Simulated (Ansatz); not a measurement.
# Te2Pb (model cell, started as rutile): from the cell to its phonons

Aim: the vibrations of Te2Pb (model cell, started as rutile), their spectra, and whether the structure is stable.

Calculated with Ansatz 0.2.0; DFT PBEsol, scalar-relativistic, plane waves, PAW.

The structure was built from a prototype and need not be the compound's stable phase.

**1. The starting structure**

Symmetry: P4_2/mnm, No. 136, tetragonal system. Conventional cell: a = 6.955 Å, b = 6.955 Å, c = 4.486 Å, α = 90.00°, β = 90.00°, γ = 90.00°. Nearest to Pb lie 6 Te at 2.95 to 3.00 Å. Nearest to Te lie 3 Pb at 2.95 to 3.00 Å. Farther neighbours and most contacts between anions are not listed.

**2. Bringing the structure to rest**

Harmonic phonons are second derivatives at a point where the forces vanish, and they are wanted at zero stress, so atoms and cell are relaxed first.

File input.yaml:

```yaml
crystal:
  lattice:
    - [6.95505, 0.0, 0.0]
    - [0.0, 6.95505, 0.0]
    - [0.0, 0.0, 4.48601]
  atoms:
    - { symbol: Pb, position: [0.0, 0.0, 0.0] }
    - { symbol: Pb, position: [0.5, 0.5, 0.5] }
    - { symbol: Te, position: [0.305, 0.305, 0.0] }
    - { symbol: Te, position: [0.695, 0.695, 0.0] }
    - { symbol: Te, position: [0.805, 0.195, 0.5] }
    - { symbol: Te, position: [0.195, 0.805, 0.5] }
kpoints:
  mp_grid: { grid: [6, 6, 8] }
hamiltonian:
  xc: pbesol
scf:
  occupations: { method: gaussian, width: 0.1 }
output:
  forces: true
  stress: true
  eigenvalues: true
relax:
  adjacent_minimum: "off"
  f_tol: 0.005
  max_steps: 80
  cell: { stress_tol: 0.05 }
```

Command:

```
$ ansatz run input.yaml --threads 8 --pin off --max-ram 14336MiB --backend cpu --events-out ev --progress --plain --runs-dir out
```

Numbers of over 12 decimals in the logs are rounded to 6 here.

What it wrote:

```text
Engine: ansatz 0.2.0, aarch64-unknown-linux-gnu
Pseudopotentials: kind: paw
Pseudopotential: Pb, paw, valence charge 14, recommended cutoff 420 eV (normal), Pb.paw.azcp
Pseudopotential: Te, paw, valence charge 16, recommended cutoff 420 eV (normal), Te.paw.azcp
Functional definition: PBEsol
  exchange = pbesol_x
  correlation = pbesol_c
Crystal: 6 atoms, lattice volume = 217.001 Å³
Basis set: ecut = 420 eV, 4251 PW (Γ), exchange–correlation on 96×96×60 points (8 copies of the dense FFT grid, shifted against one another)
Bands: 56, of which v1, the nominal top of the filled ones, is band 46 counted from 1 (45 counted from 0)
Symmetry: 16 space group operations
Space group: P42/mnm (ITA 136), of the structure as read, at distance tolerance 6.0e-5 Å
k-points: 50 of 288
Non-local potential: Pb, projectors of the file, l = 0: 2, l = 1: 2, l = 2: 2, l = 3: 2
Non-local potential: Te, projectors of the file, l = 0: 2, l = 1: 2, l = 2: 2, l = 3: 2
PAW form: soft (Blöchl's): semilocal exchange-correlation on the pseudo side does not see the compensation charge
PAW frozen core: Pb, regenerated for the run's functional, and the local potential with it (the file was generated under x = pbe(κ = 0.804, μ = 0.219515), c = pbe(β = 0.066725))
PAW frozen core: Te, regenerated for the run's functional, and the local potential with it (the file was generated under x = pbe(κ = 0.804, μ = 0.219515), c = pbe(β = 0.066725))
PAW one-centre angular grid: Pb, 590 points (default); XC on 64 Gauss nodes
PAW one-centre angular grid: Te, 590 points (default); XC on 64 Gauss nodes
Initial density: superposition of atomic densities (neutral atoms: chi_scale 0, normalization atom), corrected by the library's trained network
Initial wavefunctions: pseudopotential atomic-orbital guess
Functional: x = pbesol(κ = 0.804, μ = 0.123457), c = pbesol(β = 0.046)
SCF iter   1: F=—  HF=-51114.131172 eV  |F-HF|=—  |Δ(HF+E_count)|=         —  Δρ=2.53e-3  dr2=1.73e-2  ethr=1.77e-3  ⟨swp⟩=7.3  Hψ=11831  notcnv=0  defer=76
preconditioner: auto → LDOS  [metal: Δε(μ)=0.008 eV  Ē_g=13.118 eV  σ=0.100 eV  W_gap=0.04  n_scr=46 (ndim 8)  ℏωp=18.2 eV  f_vac=0.075  D(μ)=7.00/eV (n_scr^D=46)  β→1.0]
SCF iter   2: F=—  HF=-51114.125762 eV  |F-HF|=—  |Δ(HF+E_count)|=   5.41e-3  Δρ=9.80e-4  dr2=1.75e-3  ethr=1.88e-5  ⟨swp⟩=2.0  Hψ=4564  notcnv=0  defer=93
SCF iter   3: F=—  HF=-51114.125488 eV  |F-HF|=—  |Δ(HF+E_count)|=   2.75e-4  Δρ=3.51e-4  dr2=2.63e-4  ethr=1.90e-6  ⟨swp⟩=3.0  Hψ=5396  notcnv=0  defer=93
SCF iter   4: F=—  HF=-51114.125429 eV  |F-HF|=—  |Δ(HF+E_count)|=   5.84e-5  Δρ=1.11e-4  dr2=3.65e-5  ethr=2.86e-7  ⟨swp⟩=3.0  Hψ=5249  notcnv=0  defer=93
SCF iter   5: F=—  HF=-51114.125474 eV  |F-HF|=—  |Δ(HF+E_count)|=   4.46e-5  Δρ=3.84e-5  dr2=3.97e-6  ethr=3.97e-8  ⟨swp⟩=2.0  Hψ=4952  notcnv=0  defer=93
SCF iter   6: F=—  HF=-51114.125473 eV  |F-HF|=—  |Δ(HF+E_count)|=   9.32e-7  Δρ=9.54e-6  dr2=2.36e-7  ethr=4.32e-9  ⟨swp⟩=2.0  Hψ=4958  notcnv=0  defer=93
SCF iter   7: F=-51114.125473 eV  HF=-51114.125473 eV  |F-HF|=4.31e-9  |Δ(HF+E_count)|=   6.36e-8  Δρ=2.44e-6  dr2=1.33e-8  ethr=1.09e-10  ⟨swp⟩=12.1  Hψ=13415  notcnv=0
SCF 1 converged in 7 iterations: F = -51114.125473 eV  dr2 = 1.33e-8
  greatest PAW one-centre occupation: 0.998 electrons in one spin orbital (limit 2), on the Te atom at site 5 (counted from 0), in its partial waves of l = 2
relax step   1: F+E_penalty+E_count = -51114.12547287 eV  Δ(F+E_penalty+E_count) = +0.000e0 eV  max|allowed force component| = 2.556e-1 eV/Å  Δτ_max = 0.0000 Å  P = +2.366 GPa  Ω = 217.001 Å³  (7 SCF iters, dr2 threshold 1.00e-7 eV, accepted)
Crystal: 6 atoms, lattice volume = 233.350 Å³
Basis set: ecut = 420 eV, 4547 PW (Γ), exchange–correlation on 96×96×60 points (8 copies of the dense FFT grid, shifted against one another)
Initial density: handed on by an earlier stage of this run
Initial wavefunctions: those handed on with the density
iter 1 solved again at ethr=3.72e-5 eV; its pass at ethr=3.10e-3 eV (dr2=3.43e-2 eV) is discarded
SCF iter   1: F=—  HF=-51114.233697 eV  |F-HF|=—  |Δ(HF+E_count)|=         —  Δρ=3.31e-3  dr2=3.43e-2  ethr=3.72e-5  ⟨swp⟩=2.1  Hψ=14244  notcnv=0
preconditioner: auto → LDOS  [metal: Δε(μ)=0.008 eV  Ē_g=12.864 eV  σ=0.100 eV  W_gap=0.05  n_scr=46 (ndim 8)  ℏωp=17.5 eV  f_vac=0.088  D(μ)=8.65/eV (n_scr^D=66)  β→1.0]
SCF iter   2: F=—  HF=-51114.226081 eV  |F-HF|=—  |Δ(HF+E_count)|=   7.62e-3  Δρ=1.47e-3  dr2=5.22e-3  ethr=3.72e-5  ⟨swp⟩=3.0  Hψ=5027  notcnv=0
SCF iter   3: F=—  HF=-51114.225589 eV  |F-HF|=—  |Δ(HF+E_count)|=   4.92e-4  Δρ=6.76e-4  dr2=1.33e-3  ethr=5.68e-6  ⟨swp⟩=2.0  Hψ=5126  notcnv=0
SCF iter   4: F=—  HF=-51114.225216 eV  |F-HF|=—  |Δ(HF+E_count)|=   3.73e-4  Δρ=2.33e-4  dr2=1.63e-4  ethr=1.45e-6  ⟨swp⟩=2.0  Hψ=5109  notcnv=0
SCF iter   5: F=—  HF=-51114.225243 eV  |F-HF|=—  |Δ(HF+E_count)|=   2.69e-5  Δρ=6.06e-5  dr2=1.34e-5  ethr=1.77e-7  ⟨swp⟩=1.5  Hψ=2988  notcnv=0
SCF iter   6: F=-51114.225241 eV  HF=-51114.225241 eV  |F-HF|=2.39e-8  |Δ(HF+E_count)|=   1.59e-6  Δρ=1.09e-5  dr2=2.72e-7  ethr=6.52e-10  ⟨swp⟩=6.1  Hψ=14562  notcnv=0
SCF 2 converged in 6 iterations: F = -51114.225241 eV  dr2 = 2.72e-7
  greatest PAW one-centre occupation: 0.998 electrons in one spin orbital (limit 2), on the Te atom at site 3 (counted from 0), in its partial waves of l = 2
relax step   2: F+E_penalty+E_count = -51114.22524135 eV  Δ(F+E_penalty+E_count) = -9.977e-2 eV  max|allowed force component| = 7.186e-2 eV/Å  Δτ_max = 0.0610 Å  P = -0.642 GPa  Ω = 233.350 Å³  energy of the carried Pulay correction = -2.128e-3 eV  (6 SCF iters, dr2 threshold 6.00e-7 eV, accepted)
Crystal: 6 atoms, lattice volume = 229.652 Å³
Basis set: ecut = 420 eV, 4539 PW (Γ), exchange–correlation on 96×96×60 points (8 copies of the dense FFT grid, shifted against one another)
iter 1 solved again at ethr=2.30e-6 eV; its pass at ethr=3.10e-3 eV (dr2=2.12e-3 eV) is discarded
SCF iter   1: F=—  HF=-51114.238887 eV  |F-HF|=—  |Δ(HF+E_count)|=         —  Δρ=8.08e-4  dr2=2.11e-3  ethr=2.30e-6  ⟨swp⟩=2.1  Hψ=13908  notcnv=0
preconditioner: auto → LDOS  [metal: Δε(μ)=0.008 eV  Ē_g=12.900 eV  σ=0.100 eV  W_gap=0.05  n_scr=46 (ndim 8)  ℏωp=17.7 eV  f_vac=0.078  D(μ)=8.32/eV (n_scr^D=66)  β→1.0]
SCF iter   2: F=—  HF=-51114.238377 eV  |F-HF|=—  |Δ(HF+E_count)|=   5.10e-4  Δρ=4.05e-4  dr2=3.78e-4  ethr=2.29e-6  ⟨swp⟩=2.0  Hψ=5120  notcnv=0
SCF iter   3: F=—  HF=-51114.238391 eV  |F-HF|=—  |Δ(HF+E_count)|=   1.45e-5  Δρ=1.52e-4  dr2=6.75e-5  ethr=4.11e-7  ⟨swp⟩=2.0  Hψ=5123  notcnv=0
[...]
relax step   7: F+E_penalty+E_count = -51114.61620529 eV  Δ(F+E_penalty+E_count) = -2.096e-1 eV  max|allowed force component| = 1.299e-1 eV/Å  Δτ_max = 0.0805 Å  P = +0.171 GPa  Ω = 223.430 Å³  energy of the carried Pulay correction = -8.678e-4 eV  (6 SCF iters, dr2 threshold 6.00e-7 eV, accepted)
relax step   8: F+E_penalty+E_count = -51114.77568811 eV  Δ(F+E_penalty+E_count) = -1.595e-1 eV  max|allowed force component| = 1.019e-2 eV/Å  Δτ_max = 0.0943 Å  P = +0.408 GPa  Ω = 220.738 Å³  energy of the carried Pulay correction = -5.096e-4 eV  (6 SCF iters, dr2 threshold 6.00e-7 eV, accepted)
relax step   9: F+E_penalty+E_count = -51114.81203830 eV  Δ(F+E_penalty+E_count) = -3.635e-2 eV  max|allowed force component| = 8.151e-2 eV/Å  Δτ_max = 0.0288 Å  P = -0.394 GPa  Ω = 223.807 Å³  energy of the carried Pulay correction = -9.174e-4 eV  (6 SCF iters, dr2 threshold 6.00e-7 eV, accepted)
relax step  10: F+E_penalty+E_count = -51114.81340009 eV  Δ(F+E_penalty+E_count) = -1.362e-3 eV  max|allowed force component| = 6.594e-2 eV/Å  Δτ_max = 0.0274 Å  P = +0.150 GPa  Ω = 221.411 Å³  energy of the carried Pulay correction = -5.999e-4 eV  (5 SCF iters, dr2 threshold 6.00e-7 eV, accepted)
relax step  11: F+E_penalty+E_count = -51114.81677688 eV  Δ(F+E_penalty+E_count) = -3.377e-3 eV  max|allowed force component| = 2.921e-3 eV/Å  Δτ_max = 0.0162 Å  P = +0.067 GPa  Ω = 221.873 Å³  energy of the carried Pulay correction = -6.615e-4 eV  (5 SCF iters, dr2 threshold 2.72e-7 eV, accepted)
relax step  12: F+E_penalty+E_count = -51114.81700230 eV  Δ(F+E_penalty+E_count) = -2.254e-4 eV  max|allowed force component| = 9.334e-4 eV/Å  Δτ_max = 0.0023 Å  P = +0.007 GPa  Ω = 222.099 Å³  energy of the carried Pulay correction = -6.916e-4 eV  (4 SCF iters, dr2 threshold 6.98e-8 eV, accepted)
relax step  13: F+E_penalty+E_count = -51114.89358152 eV  Δ(F+E_penalty+E_count) = -7.658e-2 eV  max|allowed force component| = 2.241e-4 eV/Å  Δτ_max = 0.0000 Å  P = +0.606 GPa  Ω = 222.099 Å³  stress off target by 1.69e0 GPa  SCF on the basis re-selected at this cell (its energy is not comparable with the rows above)  (8 SCF iters)
relax step  14: F+E_penalty+E_count = -51114.92841467 eV  Δ(F+E_penalty+E_count) = -3.483e-2 eV  max|allowed force component| = 2.104e-2 eV/Å  Δτ_max = 0.0209 Å  P = +0.273 GPa  Ω = 224.547 Å³  energy of the carried Pulay correction = -2.976e-4 eV  (6 SCF iters, dr2 threshold 6.00e-7 eV, accepted)
relax step  15: F+E_penalty+E_count = -51114.93291748 eV  Δ(F+E_penalty+E_count) = -4.503e-3 eV  max|allowed force component| = 9.151e-3 eV/Å  Δτ_max = 0.0039 Å  P = -0.052 GPa  Ω = 226.558 Å³  energy of the carried Pulay correction = -5.463e-4 eV  (5 SCF iters, dr2 threshold 6.00e-7 eV, accepted)
relax step  16: F+E_penalty+E_count = -51114.93311153 eV  Δ(F+E_penalty+E_count) = -1.941e-4 eV  max|allowed force component| = 2.633e-4 eV/Å  Δτ_max = 0.0003 Å  P = +0.002 GPa  Ω = 226.280 Å³  energy of the carried Pulay correction = -5.122e-4 eV  (5 SCF iters, dr2 threshold 4.14e-8 eV, accepted)
iter 1 solved again at ethr=3.12e-7 eV; its pass at ethr=3.10e-3 eV (dr2=2.87e-4 eV) is discarded
SCF iter   1: F=—  HF=-51114.933270 eV  |F-HF|=—  |Δ(HF+E_count)|=         —  Δρ=1.61e-4  dr2=1.52e-6  ethr=3.12e-7  ⟨swp⟩=3.3  Hψ=18877  notcnv=0
preconditioner: auto → LDOS  [metal: Δε(μ)=0.021 eV  Ē_g=12.915 eV  σ=0.100 eV  W_gap=0.12  n_scr=48 (ndim 8)  ℏωp=17.8 eV  f_vac=0.030  D(μ)=6.55/eV (n_scr^D=48)  β→1.0]
SCF iter   2: F=—  HF=-51114.933600 eV  |F-HF|=—  |Δ(HF+E_count)|=   3.29e-4  Δρ=6.95e-6  dr2=6.79e-8  ethr=1.65e-9  ⟨swp⟩=2.0  Hψ=5123  notcnv=0
SCF iter   3: F=—  HF=-51114.933600 eV  |F-HF|=—  |Δ(HF+E_count)|=   4.36e-8  Δρ=2.84e-6  dr2=1.61e-8  ethr=7.38e-11  ⟨swp⟩=2.0  Hψ=5135  notcnv=0
SCF iter   4: F=—  HF=-51114.933600 eV  |F-HF|=—  |Δ(HF+E_count)|=   1.98e-9  Δρ=5.94e-7  dr2=8.75e-10  ethr=1.75e-11  ⟨swp⟩=2.0  Hψ=5115  notcnv=0
SCF iter   5: F=—  HF=-51114.933600 eV  |F-HF|=—  |Δ(HF+E_count)|=  1.46e-11  Δρ=2.61e-7  dr2=1.92e-10  ethr=1.00e-12  ⟨swp⟩=2.0  Hψ=5133  notcnv=0
SCF iter   6: F=-51114.933600 eV  HF=-51114.933600 eV  |F-HF|=7.28e-12  |Δ(HF+E_count)|=  5.09e-11  Δρ=6.11e-8  dr2=1.51e-11  ethr=1.00e-12  ⟨swp⟩=7.0  Hψ=11332  notcnv=0
SCF 17 converged in 6 iterations: F = -51114.933600 eV  dr2 = 1.51e-11
relax step  17: F+E_penalty+E_count = -51114.93359989 eV  Δ(F+E_penalty+E_count) = -4.884e-4 eV  max|allowed force component| = 2.586e-4 eV/Å  Δτ_max = 0.0000 Å  P = +0.001 GPa  Ω = 226.280 Å³  stress off target by 3.62e-3 GPa  SCF on the basis re-selected at this cell (its energy is not comparable with the rows above)  (6 SCF iters)
basis re-selected at this cell: Δ(F+E_penalty+E_count) = -4.884e-4 eV, ΔP = -0.001 GPa vs the last step (what re-selecting the basis moved, of the pressure what is left beyond the Pulay correction that the steps carried, after the strain that the cell walked since its last selection, with what the two solves' SCF thresholds leave and, on support functions, any second-order correction that the steps lacked; it is no m [...]
SCF converged after 6 iterations
Free energy (F): -51114.933600 eV
Harris-Foulkes:  -51114.933600 eV  (|F-HF|=7.28e-12)
Internal energy: -51114.900854 eV  (E = F + TS)
E sigma→0 (E₀):  -51114.917227 eV
Entropy (-TS):   -0.032746 eV (-5.458 meV/atom)
Fermi energy:    6.831858 eV
--- Per-component energies (eV) ---
  E_band       = -1314.551018
  E_kinetic    = 1298.938246
  E_local      = -8380.930011  (includes V_loc(G=0)·N_el)
  E_nonlocal   = -526.944589
  E_hartree    = 4582.135896
  E_xc         = -929.595773
  E_vxc        = -679.442038  (∫ρ·V_xc dr)
  E_paw        = -38849.465271  (= ΣΔE_a)
  E_vpaw       = -2190.444143  (= ΣTr[D̂ρ^β])
  E_aug_tail   = -0.000601  (compensation charges beyond the density's cutoff)
  E_ewald      = -8310.662245
  E_core_change = 1.623494  (= ΣΔE_core)
  E_smearing   = -0.032746  (= −TS)
  E_closure    = 0.000000  (closes the sum)
  Σ components = -51114.933600   (vs F -51114.933600, Δ=0.00e0)
--- Forces (eV/Å), atoms counted from 1 ---
  atom   1  Pb     0.00000000    -0.00000000     0.00000000
  atom   2  Pb     0.00000000     0.00000000     0.00000000
  atom   3  Te     0.00025862     0.00025862     0.00000000
  atom   4  Te    -0.00025862    -0.00025862     0.00000000
  atom   5  Te     0.00025862    -0.00025862     0.00000000
  atom   6  Te    -0.00025862     0.00025862     0.00000000
  max |Σ_I F_I| component: 8.13e-19 eV/Å
--- Stress (GPa, compression-positive) ---
       -0.000288       0.000000       0.000000
        0.000000      -0.000288       0.000000
        0.000000       0.000000       0.003620
  P = ⅓ Tr σ = 0.0010 GPa (0.010 kbar)
--- Band table (eV; the first three rows and the last of 50) ---
  k-point 0: bands = [... 42 lower, 5.0029, 6.1580, 6.1580, 6.5589, 6.5589, 6.9730, 7.9984, 7.9984, ... 6 higher]
  k-point 1: bands = [... 42 lower, 5.0551, 5.7115, 5.7115, 6.6770, 6.6770, 6.8546, 8.3550, 8.3550, ... 6 higher]
  k-point 2: bands = [... 42 lower, 5.2199, 5.2199, 5.5129, 6.4727, 6.4727, 6.5525, 9.0901, 9.2069, ... 6 higher]
  k-point 49: bands = [... 42 lower, 6.3349, 6.3349, 6.4319, 6.4319, 7.0256, 7.0256, 9.2383, 9.2383, ... 6 higher]
--- Relaxed structure (15 steps of the walk, 15 accepted, 2 SCFs on fresh bases) ---
  F+E_penalty+E_count = -51114.93359989 eV   max|allowed force component| = 2.586e-4 eV/Å   (the final SCF, on the basis selected at the relaxed cell)
  cell:  # Å, volume = 226.2797 Å³
    - [6.284254, 0, 0.0]
    - [0, 6.284254, 0.0]
    - [0.0, 0.0, 5.729781]
  atoms:
    - { symbol: Pb, position: [0, 1.0392469476476368e-18, 0.0] }
    - { symbol: Pb, position: [0.5, 0.5, 0.5] }
    - { symbol: Te, position: [0.339062, 0.339062, 0.0] }
    - { symbol: Te, position: [0.660938, 0.660938, 0.0] }
    - { symbol: Te, position: [0.839062, 0.160938, 0.5] }
    - { symbol: Te, position: [0.160938, 0.839062, 0.5] }
```

Run time: 86 s. Hardware: 8 threads of Arm Neoverse V2, shared host; peak memory 1.2 GiB; 11 min of CPU time.

The steps of the relaxation:

```csv
step,energy less that of the first step (eV),largest force component (eV/Å),pressure (GPa),volume (Å³)
1,0.0000,0.2556,2.37,217.00
2,-0.0998,0.0719,-0.64,233.35
3,-0.1129,0.0119,-0.09,229.65
4,-0.1143,0.0025,0.03,228.91
5,-0.1347,0.0003,0.44,226.42
6,-0.2811,0.0918,0.42,224.81
7,-0.4907,0.1299,0.17,223.43
8,-0.6502,0.0102,0.41,220.74
9,-0.6866,0.0815,-0.39,223.81
10,-0.6879,0.0659,0.15,221.41
11,-0.6913,0.0029,0.07,221.87
12,-0.6915,0.0009,0.01,222.10
13*,-0.7681,0.0002,0.61,222.10
14,-0.8029,0.0210,0.27,224.55
15,-0.8074,0.0092,-0.05,226.56
16,-0.8076,0.0003,0.00,226.28
17*,-0.8081,0.0003,0.00,226.28
```

Relaxation steps marked * repeat the geometry before them on a plane-wave basis chosen anew for their cell, so energy and pressure can jump there.

Forces are held to the 16 operations that the run works with; a distortion that breaks them can't arise in this run.

| cell as run | before | after | change |
| --- | --- | --- | --- |
| a (Å) | 6.955 | 6.284 | -9.6 % |
| b (Å) | 6.955 | 6.284 | -9.6 % |
| c (Å) | 4.486 | 5.730 | +27.7 % |
| volume (Å³/atom) | 36.17 | 37.71 | +4.3 % |

The atoms that moved most (Å, as changes of fractional coordinates times the final cell):

| atom | dx | dy | dz | length |
| --- | --- | --- | --- | --- |
| Te3 | 0.214 | 0.214 | 0.000 | 0.303 |
| Te6 | -0.214 | 0.214 | 0.000 | 0.303 |
| Te5 | 0.214 | -0.214 | 0.000 | 0.303 |
| Te4 | -0.214 | -0.214 | 0.000 | 0.303 |

The relaxed structure:

```xyz
6
Lattice="6.2843 0.0000 0.0000 0.0000 6.2843 0.0000 0.0000 0.0000 5.7298" Properties=species:S:1:pos:R:3 pbc="T T T"
Pb    0.0000    0.0000    0.0000
Pb    3.1421    3.1421    2.8649
Te    2.1308    2.1308    0.0000
Te    4.1535    4.1535    0.0000
Te    5.2729    1.0114    2.8649
Te    1.0114    5.2729    2.8649
```

Numbers from this step:

| Property | Result |
| --- | --- |
| pressure | 0.001015 GPa |
| volume per atom | 37.71 Å³ |
| gap on the k-mesh | 0 eV |

In this step the volume went from 36.17 to 37.71 Å³/atom.

**3. Relaxing to small forces for the phonons**

Phonons need a cell at rest on their own settings, so the relaxation is repeated with tight tolerances on forces and stress, using the mesh and the filling of the phonon run that follows.

File input.yaml:

```yaml
crystal:
  lattice:
    - [6.284254466, 0.0, 0.0]
    - [0.0, 6.284254466, 0.0]
    - [0.0, 0.0, 5.7297807667]
  atoms:
    - { symbol: Pb, position: [0.0, 0.0, 0.0] }
    - { symbol: Pb, position: [0.5, 0.5, 0.5] }
    - { symbol: Te, position: [0.3390624589, 0.3390624589, 0.0] }
    - { symbol: Te, position: [0.6609375411, 0.6609375411, 0.0] }
    - { symbol: Te, position: [0.8390624589, 0.1609375411, 0.5] }
    - { symbol: Te, position: [0.1609375411, 0.8390624589, 0.5] }
kpoints:
  mp_grid: { grid: [6, 6, 8] }
hamiltonian:
  xc: pbesol
scf:
  occupations: { method: methfessel_paxton, width: 0.2 }
output:
  forces: true
  stress: true
  eigenvalues: true
relax:
  adjacent_minimum: "off"
  f_tol: 0.001
  max_steps: 60
  cell: { stress_tol: 0.01 }
```

What it wrote:

```text
[...]
Crystal: 6 atoms, lattice volume = 226.280 Å³
Basis set: ecut = 420 eV, 4431 PW (Γ), exchange–correlation on 90×90×80 points (8 copies of the dense FFT grid, shifted against one another)
Bands: 56, of which v1, the nominal top of the filled ones, is band 46 counted from 1 (45 counted from 0)
Symmetry: 16 space group operations
[...]
k-points: 50 of 288
[...]
cell:  # Å, volume = 226.2879 Å³
    - [6.283744, 0, 0.0]
    - [0, 6.283744, 0.0]
    - [0.0, 0.0, 5.730920]
  atoms:
    - { symbol: Pb, position: [0, 0, 0.0] }
    - { symbol: Pb, position: [0.5, 0.5, 0.5] }
    - { symbol: Te, position: [0.339119, 0.339119, 0.0] }
    - { symbol: Te, position: [0.660881, 0.660881, 0.0] }
    - { symbol: Te, position: [0.839119, 0.160881, 0.5] }
    - { symbol: Te, position: [0.160881, 0.839119, 0.5] }
[key lines of the parts left out:]
SCF converged after 7 iterations
Free energy (F): -51114.916494 eV
Fermi energy:    6.831732 eV
P = ⅓ Tr σ = 0.0024 GPa (0.024 kbar)
```

It took 17 s on 8 threads; peak memory 1.2 GiB.

Little changed from the start: no atom moved by 0.005 Å and no cell edge by 0.1 %.

Numbers from this step:

```
pressure : 0.002435 GPa
```

The largest force component left is 0.34 meV/Å and the pressure is 0.002 GPa, within the tolerances set. The cell now holds 37.71 Å³/atom.

(Part 1 of 2 ends here.)

[Logs are printed without paths, hosts, clocks, repeated set-up lines and the standing remarks that a program may print on its own settings, such as how far it seeks lower states.]

[Hosts, paths, dates, database ids (printed as entryN), source tags and the programs' standing remarks are cut or masked in the printed files.]
